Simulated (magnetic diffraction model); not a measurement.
## Which magnetic order? NaMnBr3

Space group Pm-3m (no. 221), a = 5.0420 Å.

```csv
site,atom,x,y,z
3c,Br,0,1/2,1/2
1b,Mn,1/2,1/2,1/2
1a,Na,0,0,0
```

The compound is invented for this exercise: a known structure type with other elements, its cell scaled to their sizes and not relaxed.

Only Mn is taken to order (form factors of Mn2+); orders and moment sizes are assumed, and not adapted to the symmetry. Radiation: neutrons of λ = 2.36 Å, 8° to 100°; isotropic B of 0.65 Å² (Br), 0.74 Å² (Mn) and 0.84 Å² (Na). Simulated constant-wavelength pattern: nuclear and magnetic terms add, the magnetic one as |2.695 fm × Σ f S⊥ exp(2πi Q·r) exp(−B s²)|², summed over all Q at one angle with the factor 1/(sin²θ cos θ). For collinear order S is the moment m, which repeats by lattice and centring translations R with the sign exp(−2πi k·R). Free-ion form factors, Sears's scattering lengths of 1992, no absorption; a label names one of the reflections at its angle. The strongest nuclear line in the range is 100, and lines under 0.2 are left out.

Above the ordering temperature:

```tsv
2θ (°)	index	I
38.66	(1 1 0)	13.7
47.83	(1 1 1)	100.0
55.82	(2 0 0)	30.7
69.96	(2 1 1)	10.0
82.90	(2 2 0)	34.4
95.48	(3 1 0)	7.0
```

Below it (cell unchanged):

```tsv
2θ (°)	I
13.44	53.4
30.34	21.0
38.66	13.7
41.10	12.9
47.83	100.0
49.91	7.8
55.82	30.7
57.69	7.7
64.86	4.3
69.96	10.0
71.62	2.7
78.12	4.8
82.90	34.4
84.48	2.3
90.76	0.7
95.48	7.0
97.06	2.5
```

**Question.** Check that the new lines index with k = (0 0 1/2), then choose among these models:
A. collinear moments along [101], 4.57 μB on Mn
B. collinear moments along [110], 4.57 μB on Mn
C. collinear moments along [100], 4.57 μB on Mn

The new lines index as (0 0 1/2) at 13.44°, (1 0 1/2) at 30.34°, (1 1 1/2) at 41.10° and (1 0 3/2) at 49.91°, that is as H ± k with k = (0 0 1/2), one of 3 inequivalent arms of its star (k and −k counted as one), which a powder can't tell apart. Half indices mean that the moments reverse under translations with k·R a half-integer, and the magnetic cell has twice the primitive volume.

Magnetic intensity, observed (below minus above) and for each model:

| 2θ (°) | index | observed | A | B | C |
| --- | --- | --- | --- | --- | --- |
| 13.44 | (0 0 1/2) | 53.4 | 26.7 | 53.4 | 53.4 |
| 30.34 | (1 0 1/2) | 21.0 | 24.5 | 21.0 | 21.0 |
| 41.10 | (1 1 1/2) | 12.9 | 13.6 | 12.9 | 12.9 |
| 49.91 | (1 0 3/2) | 7.8 | 5.3 | 7.8 | 7.8 |
| 64.86 | (2 1 1/2) | 4.3 | 6.0 | 4.3 | 4.3 |
| 71.62 | (2 0 3/2) | 2.7 | 2.3 | 2.7 | 2.7 |
| 78.12 | (2 1 3/2) | 4.8 | 4.1 | 4.8 | 4.8 |
| 97.06 | (3 1 1/2) | 2.5 | 2.8 | 2.5 | 2.5 |

Models B and C match alike on every line, so these data can't choose among them (such ties are often domains of one structure): a powder sees only the angle between collinear moments and the unique axis of a uniaxial spin configuration, and no direction at all where the configuration is cubic.

The structure used: k = (0 0 1/2), collinear moments along [110], 4.57 μB on Mn.

[Logs are printed without paths, hosts, clocks, repeated set-up lines and the standing remarks that a program may print on its own settings, such as how far it seeks lower states.]
